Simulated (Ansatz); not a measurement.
# One crystal, many levels of theory: BaTiO3 (P4mm), part 2 of 2

What gap does each level of theory give for BaTiO3 (P4mm), and in what time?

Ansatz 0.2.0; density functionals, hybrids and G0W0, plane waves, PAW. Known limits of the many-body steps: finite bands, screening cutoff and k mesh; no spin-orbit coupling in G0W0.

So far. Step 4 (HSE06 on the 4×4×4 mesh): Over mesh and listed points the gap is 3.237 eV, from k = (0.500, 0.500, 0.500) to k = Γ. The least direct gap found is 3.469 eV, at k = Γ. HSE06 against r2SCAN: 3.237 − 2.186 = +1.051 eV. The runs also differ in mesh (6×6×6 and 4×4×4) and plane-wave cutoff (500 eV and 420 eV), so how much of this comes from the functional alone is not known.

The database entry behind the starting cell differs from later determinations by our own check (c/a about 0.6 % short), so it need not match the best structure at ambient conditions.

In doubt: masses and optical values from hybrid runs of this build are listed as unsure (step 6), which bears on the screening that GW takes from such a start.

### Step 6. G0W0@HSE06, 4×4×4 mesh, 509 empty bands, screening to 230 eV

This step: G0W0 on HSE06, plane waves, PAW.

File input.yaml:

```yaml
crystal:
  lattice:
    - [3.9998, 0.0, 0.0]
    - [0.0, 3.9998, 0.0]
    - [0.0, 0.0, 4.018]
  atoms:
    - { symbol: Ba, position: [0.0, 0.0, 0.0] }
    - { symbol: Ti, position: [0.5, 0.5, 0.49] }
    - { symbol: O, position: [0.5, 0.5, 0.019] }
    - { symbol: O, position: [0.5, 0.0, 0.517] }
    - { symbol: O, position: [0.0, 0.5, 0.517] }
kpoints:
  mp_grid: { grid: [4, 4, 4] }
hamiltonian:
  xc: hse06
scf:
  occupations: { method: fixed }
gw:
  n_empty_bands: 509
  ecut_chi: 230.0
  qp_bands: [v2, c2]
  qp_kpoints: band_edges
  screening: { model: contour_deformation }
```

Command:

```console
$ ansatz run input.yaml --threads 2 --pin off --max-ram 92160MiB --backend cuda --events-out ev --progress --plain --runs-dir out --devices 1 --max-vram 13GiB  # rebuilt from the run's record
```

Numbers of over 12 decimals in the logs are rounded to 6 here.

Output:

```text
GPUs: using 1 of 1 available (devices: 1).
[...]
GPU FFT provider: cuFFT
GPU libraries: cuBLAS 13.8.2, cuFFT 12.4.0, cuSOLVER 12.3.4
Crystal: 5 atoms, lattice volume = 64.282 Å³
Basis set: ecut = 420 eV, 1237 PW (Γ)
Bands: 25, of which v1, the nominal top of the filled ones, is band 20 counted from 1 (19 counted from 0)
Symmetry: 8 space group operations
[...]
k-points: 18 of 64 (time reversal used)
[...]
1    21     12.5928   -12.0765    -6.3432   -18.8318  0.7690    13.0070    13.0049  root
     1    22     13.6294   -13.3923    -6.2991   -20.1296  0.7531    14.0703    14.0676  root
[...]
17    19      9.1953   -25.9048     4.0796   -21.8750  0.7548     9.2450     9.2450  root
    17    20      9.2839   -25.9453     4.1059   -21.9012  0.7537     9.3457     9.3458  root
    17    21     15.1797   -14.2104    -7.2787   -21.8615  0.7167    15.5548    15.5520  root
    17    22     15.1797   -14.2104    -7.2787   -21.8615  0.7167    15.5548    15.5520  root
[key lines of the parts left out:]
Free energy (F): -10163.451616 eV
Fermi energy:    9.283855 eV
```

It took 62 s on 1 × NVIDIA H100 80GB HBM3 (shared by 6 runs) with 2 threads of AMD EPYC 7R13 (Zen 3), shared host; peak memory 2.4 GiB; 69 s of CPU time.

Numbers from this step:

* bands summed: 529
* RPA ε∞ on this mesh (eigenvalues): 4.553, 4.683, 4.683
* plane waves in the screening matrix: 485
* G0W0 gap over the corrected points: 3.581 eV
* k of the valence top: -0.5, -0.5, -0.5
* k of the conduction bottom: 0, 0, 0
* starting gap on the mesh: 3.237 eV
* Z at the valence top: 0.7537
* Z at the conduction bottom: 0.7715
* least direct G0W0 gap over the corrected points: 3.874 eV

Over 11 of 18 irreducible mesh points the G0W0 gap is 3.581 eV, from k = (-0.500, -0.500, -0.500) to k = Γ. The HSE06 gap of this run on the mesh is 3.237 eV. The two states that bound the G0W0 gap lie that far apart at the start, so the correction of the gap is 3.581 − 3.237 = +0.344 eV. G0W0@HSE06 against G0W0@r2SCAN with 529 bands: 3.581 − 3.268 = +0.313 eV. The runs also differ in plane-wave cutoff (500 eV and 420 eV), so how much of this comes from the start alone is not known.

### Step 7. All levels together

Each gap is the least one over the points named; times are wall times on shared hosts, not benchmarks. A G0W0 time includes the run's own self-consistent start. Runs with listed points see these and the mesh alone, so an edge that moves elsewhere is missed. Rows marked * are further runs, not shown as steps, whose inputs differ from the G0W0 step on the same start in the columns given; solver thresholds can differ too. Symmetry makes (0.500, 0.500, 0.500) and (-0.500, -0.500, -0.500) one point.

```csv
level,mesh,"files, cutoff","bands summed, screening",points,gap (eV),valence top,conduction bottom,least direct gap (eV),time
r2SCAN,6×6×6,"soft_2 PAW, 500 eV",-,mesh and path,2.186,"(0.500, 0.500, 0.500)",Γ,2.442,4.9 s
r2SCAN+SOC,6×6×6,"soft_2 PAW, 500 eV",-,mesh and listed points,2.185,"(0.500, 0.500, 0.500)",Γ,2.395,13 s
HSE06,4×4×4,"soft_2 PAW, 420 eV",-,mesh and listed points,3.237,"(0.500, 0.500, 0.500)",Γ,3.469,26 s
G0W0@r2SCAN*,4×4×4,"soft_2 PAW, 500 eV","103, 69 eV",12 of 18 irreducible mesh points,3.282,"(-0.500, -0.500, -0.500)",Γ,3.530,11 s
G0W0@r2SCAN*,4×4×4,"soft_2 PAW, 500 eV","256, 138 eV",12 of 18 irreducible mesh points,3.205,"(-0.500, -0.500, -0.500)",Γ,3.481,15 s
G0W0@r2SCAN,4×4×4,"soft_2 PAW, 500 eV","529, 230 eV",12 of 18 irreducible mesh points,3.268,"(-0.500, -0.500, -0.500)",Γ,3.553,61 s
G0W0@HSE06,4×4×4,"soft_2 PAW, 420 eV","529, 230 eV",11 of 18 irreducible mesh points,3.581,"(-0.500, -0.500, -0.500)",Γ,3.874,62 s
```

### Step 8. Summary of results

| Property | Result |
| --- | --- |
| r2SCAN, over mesh and path | 2.186 eV |
| r2SCAN+SOC, over mesh and listed points | 2.185 eV |
| HSE06, over mesh and listed points | 3.237 eV |
| G0W0@r2SCAN (529 bands, 4×4×4), over 12 of 18 irreducible mesh points | 3.268 eV |
| G0W0@HSE06, over 11 of 18 irreducible mesh points | 3.581 eV |
| known limits | finite bands, screening cutoff and k mesh; no spin-orbit coupling in G0W0 |

The rows run from 2.185 eV (r2SCAN+SOC) to 3.581 eV (G0W0@HSE06). They differ in mesh, plane-wave cutoff, bands and screening cutoff of G0W0 and the points over which the gap was sought as well as in level, so only pairs that share these are like for like. r2SCAN+SOC against r2SCAN: 2.185 − 2.186 = −0.001 eV, with the same mesh, set of files (read in its fully relativistic form for the spin-orbit run) and cutoff, and both edges at the same k points. The spin-orbit run sees mesh and listed points alone, so its gap is an upper bound: the coupling can move an edge off these points, the more so as this crystal has no centre of inversion, and the change over the zone, its sign included where it is small, is not known. G0W0@r2SCAN (529 bands, 4×4×4) moves the gap of its own start on the mesh by 3.268 − 2.177 = +1.091 eV, between the same two levels. Both edges that r2SCAN shows over mesh and path lie at k points where levels were corrected. Levels at other points were not corrected, so a lower G0W0 gap elsewhere in the zone is not ruled out. G0W0@HSE06 moves the gap of its own start on the mesh by 3.581 − 3.237 = +0.344 eV, between the same two levels. Both edges that HSE06 shows over mesh and listed points lie at k points where levels were corrected. Levels at other points were not corrected, so a lower G0W0 gap elsewhere in the zone is not ruled out. What spin-orbit coupling does to the G0W0 levels was not computed, so no sum with the G0W0 gap is formed. For G0W0@r2SCAN: from 103 bands and 69 eV to 529 bands and 230 eV the gap moves by 3.268 − 3.282 = −0.014 eV (rung by rung 3.282, 3.205, 3.268 eV); bands and screening cutoff rise together, so their parts are not told apart. The gap turns back along the series (3.282, 3.205, 3.268 eV), so no line is drawn and the limit is not known. The other G0W0 rows are shown at one basis each (529 bands), so their distance from the limit is not known here. The G0W0 runs are scalar-relativistic. No pair of G0W0 runs that differ in the mesh alone is shown (4×4×4 is a supercell whose nearest images lie 16 Å apart), so the error from the mesh is not known here. G0W0 is shown with one set of atomic data (soft_2 PAW), so the error from the files is not known here.

[Paths, hosts, dates, memory and timing lines, banners, echoed tables and standing remarks are left out of the program output.]

[Logs are printed without paths, hosts, clocks, repeated set-up lines and the standing remarks that a program may print on its own settings, such as how far it seeks lower states.]

[Runs of the session that timed out or met a known fault of the program may be left out.]

[Cells called generated may have been cut or substituted from an entry of the Crystallography Open Database or the Materials Project.]

[Hosts, paths, dates, database ids (printed as entryN), source tags and the programs' standing remarks are cut or masked in the printed files.]

[Where an RPA ε∞ is given, it is that of the G0W0 mesh and is not shown converged in it. Names of k-points follow the symmetry that the program found, which can be lower than the space group named. Band edges on a path are those of the sampled points; other points can move an edge, and change direct to indirect where valleys lie close.]

[Hybrid gaps are those of their k-mesh and are not shown converged in it.]
